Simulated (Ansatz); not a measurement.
# Cs2AgSbBr6 (Fm-3m): how G0W0 depends on its starting point

How much of the starting functional survives in the G0W0 gap of Cs2AgSbBr6 (Fm-3m)?

Method: G0W0 on several functionals, plane waves, PAW, in Ansatz 0.2.0.

Report form: the programs' logs are mostly left out.

In doubt: one-shot GW on d or f shells is unsure, so the values of those runs are not to be relied on; masses and optical values from hybrid runs of this build are listed as unsure (steps 4, 5), which bears on the screening that GW takes from such a start.

**1. Starting point**

Symmetry: Fm-3m, No. 225, cubic system. Conventional cell: a = 11.379 Å, b = 11.379 Å, c = 11.379 Å, α = 90.00°, β = 90.00°, γ = 90.00°. Nearest to Cs lie 12 Br at 4.02 Å. Nearest to Ag lie 6 Br at 2.86 Å. Nearest to Sb lie 6 Br at 2.83 Å. Nearest to Br lie 1 Sb at 2.83 Å and 1 Ag at 2.86 Å and 4 Cs at 4.02 Å. Farther neighbours and most contacts between anions are not listed.

The cell and positions are those that the Materials Project relaxed with its own functionals (PBE, PBE+U or r2SCAN), kept fixed. Spin-orbit coupling is left out unless a step names it.

**2. G0W0 on LDA**

G0W0 replaces the xc potential by the self-energy, built once from these orbitals. Only a window of levels is corrected, while the sums run over the empty bands that the input names. This step takes hard PAW files.

This step: G0W0 on LDA, plane waves, PAW.

input.yaml

```yaml
crystal:
  lattice:
    - [0.0, 5.689253, 5.689253]
    - [5.689253, 0.0, 5.689253]
    - [5.689253, 5.689253, 0.0]
  atoms:
    - { symbol: Cs, position: [0.75, 0.75, 0.75] }
    - { symbol: Cs, position: [0.25, 0.25, 0.25] }
    - { symbol: Ag, position: [0.5, 0.5, 0.5] }
    - { symbol: Sb, position: [0.0, 0.0, 0.0] }
    - { symbol: Br, position: [0.751554, 0.248446, 0.248446] }
    - { symbol: Br, position: [0.248446, 0.248446, 0.751554] }
    - { symbol: Br, position: [0.248446, 0.751554, 0.751554] }
    - { symbol: Br, position: [0.248446, 0.751554, 0.248446] }
    - { symbol: Br, position: [0.751554, 0.248446, 0.751554] }
    - { symbol: Br, position: [0.751554, 0.751554, 0.248446] }
kpoints:
  mp_grid: { grid: [4, 4, 4] }
hamiltonian:
  xc: lda
  pseudopotentials: { kind: paw, source: ansatz }
scf:
  occupations: { method: fixed }
gw:
  n_empty_bands: 1536
  ecut_chi: 150.0
  qp_bands: [v3, c3]
  qp_kpoints: band_edges
  screening: { model: contour_deformation }
```

Run with:

```sh
$ ansatz run input.yaml --threads 16 --pin off --max-ram 82944MiB --backend cuda --events-out ev --progress --plain --runs-dir out --devices 1 --max-vram 78GiB
```

Run time: 64 s. Hardware: 1 × NVIDIA GB200 (shared by 2 runs) with 16 threads of Arm Neoverse V2, shared host; peak memory 9.3 GiB; 2.7 min of CPU time.

Numbers from this step:

```
bands summed                                 : 1616
RPA ε∞ on this mesh (eigenvalues)            : 5.558, 5.558, 5.558
plane waves in the screening matrix          : 1471
q-points in the mesh                         : 64
G0W0 gap on the mesh                         : 1.702 eV
k of the valence top                         : 0, -0.5, -0.5
k of the conduction bottom                   : 0, 0, -0.5
starting gap on the mesh                     : 0.7618 eV
Z at the valence top                         : 0.7415
Z at the conduction bottom                   : 0.7689
least direct G0W0 gap on the computed points : 2.899 eV
```

The gap on the mesh goes from 0.76 eV to 1.70 eV, a correction of +0.94 eV. Between the two edge states, bare exchange in place of the xc potential would open the gap by 5.83 eV, and correlation takes back 4.89 eV.

**3. G0W0 on r2SCAN**

One-shot GW remembers its start. Another functional's orbitals and levels show by how much.

This step: G0W0 on r2SCAN, plane waves, PAW.

input.yaml: that of step 2 with these lines changed.

```diff
@@ -19,3 +19,3 @@
 hamiltonian:
-  xc: lda
+  xc: r2scan
   pseudopotentials: { kind: paw, source: ansatz }
```

Wall time 1.8 min (1 × NVIDIA GB200 (shared by 2 runs) with 16 threads); peak memory 11 GiB.

Numbers from this step:

- bands summed: 1616
- RPA ε∞ on this mesh (eigenvalues): 4.411, 4.411, 4.411
- plane waves in the screening matrix: 1471
- q-points in the mesh: 64
- G0W0 gap on the mesh: 1.973 eV
- k of the valence top: 0, -0.5, -0.5
- k of the conduction bottom: 0, 0, -0.5
- starting gap on the mesh: 1.205 eV
- Z at the valence top: 0.7629
- Z at the conduction bottom: 0.7872
- least direct G0W0 gap on the computed points: 3.177 eV

Against the run with 4×4×4 mesh, 1536 empty bands, screening to 150 eV, hard PAW files on LDA, the gap moves by +0.27 eV, while the start moved by +0.44 eV.

**4. G0W0 on HSE06**

This step: G0W0 on HSE06, plane waves, PAW.

input.yaml: that of step 3 with these lines changed.

```diff
@@ -19,3 +19,3 @@
 hamiltonian:
-  xc: r2scan
+  xc: hse06
   pseudopotentials: { kind: paw, source: ansatz }
```

It took 5.6 min on 1 × NVIDIA GB200 (shared by 2 runs) with 16 threads; peak memory 11 GiB; 13 min of CPU time.

Numbers from this step:

```yaml
bands_summed: 1616
rpa_eps_infinity_on_this_mesh_eigenvalues: 3.872, 3.872, 3.872
plane_waves_in_the_screening_matrix: 1471
g0w0_gap_on_the_mesh: 2.243 eV
k_of_the_valence_top: 0, -0.5, -0.5
k_of_the_conduction_bottom: 0, 0, -0.5
starting_gap_on_the_mesh: 1.655 eV
least_direct_g0w0_gap_on_the_computed_points: 3.456 eV
```

Against the run with 4×4×4 mesh, 1536 empty bands, screening to 150 eV, hard PAW files on r2SCAN, the gap moves by +0.27 eV, while the start moved by +0.45 eV.

**5. G0W0 on PBE0**

This step: G0W0 on PBE0, plane waves, PAW.

input.yaml: that of step 4 with these lines changed.

```diff
@@ -19,3 +19,3 @@
 hamiltonian:
-  xc: hse06
+  xc: pbe0
   pseudopotentials: { kind: paw, source: ansatz }
```

Run time: 5.6 min. Hardware: 1 × NVIDIA GB200 (shared by 2 runs) with 16 threads; peak memory 11 GiB.

Numbers from this step:

```yaml
bands_summed: 1616
rpa_eps_infinity_on_this_mesh_eigenvalues: 3.530, 3.530, 3.530
plane_waves_in_the_screening_matrix: 1471
g0w0_gap_on_the_mesh: 2.446 eV
k_of_the_valence_top: 0, -0.5, -0.5
k_of_the_conduction_bottom: 0, 0, -0.5
starting_gap_on_the_mesh: 2.276 eV
least_direct_g0w0_gap_on_the_computed_points: 3.670 eV
```

Against the run with 4×4×4 mesh, 1536 empty bands, screening to 150 eV, hard PAW files on HSE06, the gap moves by +0.20 eV, while the start moved by +0.62 eV.

**6. Side by side**

All on the 4×4×4 mesh with 1536 empty bands and screening to 150 eV. Times are wall times on 1 × NVIDIA GB200 (shared by 2 runs) with 16 threads of Arm Neoverse V2, shared host, good to a factor of about two.

```csv
start,starting gap (eV),shift (eV),G0W0 gap (eV),RPA ε∞ (harmonic mean),"Z (valence, conduction)",time
LDA,0.76,+0.94,1.70,5.56,"0.74, 0.77",64 s
r2SCAN,1.20,+0.77,1.97,4.41,"0.76, 0.79",1.8 min
HSE06,1.65,+0.59,2.24,3.87,"0.79, 0.81",5.6 min
PBE0,2.28,+0.17,2.45,3.53,"0.80, 0.82",5.6 min
```

How the two edges are built up, in eV (the quasiparticle level is the starting level plus Σx plus Σc less Vxc):

```csv
run,edge,start,Σx,Σc,Vxc,Z,QP
LDA,valence top,4.95,-22.64,1.51,-20.67,0.74,4.49
LDA,conduction bottom,5.71,-10.00,-3.38,-13.86,0.77,6.19
r2SCAN,valence top,5.09,-22.79,1.51,-20.73,0.76,4.53
r2SCAN,conduction bottom,6.29,-9.63,-3.34,-13.18,0.79,6.50
HSE06,valence top,4.77,-21.79,1.20,-20.15,0.79,4.34
HSE06,conduction bottom,6.42,-9.37,-3.31,-12.83,0.81,6.58
PBE0,valence top,4.44,-21.79,1.11,-20.45,0.80,4.22
PBE0,conduction bottom,6.72,-9.33,-3.24,-12.51,0.82,6.67
```

For a hybrid start, Vxc holds its share of exact exchange.

**7. Results**

```json
{
 "G0W0@LDA": "1.70 eV (start 0.76 eV)",
 "G0W0@r2SCAN": "1.97 eV (start 1.20 eV)",
 "G0W0@HSE06": "2.24 eV (start 1.65 eV)",
 "G0W0@PBE0": "2.45 eV (start 2.28 eV)",
 "known limits": "not at the basis limit; d shell near the gap, gap tends to lie low; no spin-orbit coupling"
}
```

The starting gaps span 1.51 eV and the G0W0 gaps 0.74 eV. Between LDA and PBE0, 0.74 eV of the 1.51 eV survives, 49 %. PBE0 screens less than LDA (ε∞ 3.53 against 5.56). Of the 0.74 eV by which its G0W0 gap is higher, the correlation part gives +0.55 eV, and exchange with the one-particle terms, which follow the orbitals, +0.20 eV. The smallest correction, +0.17 eV, is on PBE0, the start nearest to reproducing itself. Bands and cutoff are finite, so the gap is not at the basis limit. The miss can reach some tenths of an eV and take either sign; the mesh is an error of its own. A d shell, filled or nearly so, lies near the gap. One-shot GW converges very slowly in bands there, not always from below, and on a semilocal start the gap tends to come out low; starts rich in exact exchange can overshoot instead. The many-body steps are scalar-relativistic: spin-orbit coupling is not in them.

[Paths, hosts, dates, memory and timing lines, banners, echoed tables and standing remarks are left out of the program output.]

[Logs are printed without paths, hosts, clocks, repeated set-up lines and the standing remarks that a program may print on its own settings, such as how far it seeks lower states.]

[Runs of the session that timed out or met a known fault of the program may be left out.]

[Cells called generated may have been cut or substituted from an entry of the Crystallography Open Database or the Materials Project.]

[Hosts, paths, dates, database ids (printed as entryN), source tags and the programs' standing remarks are cut or masked in the printed files.]
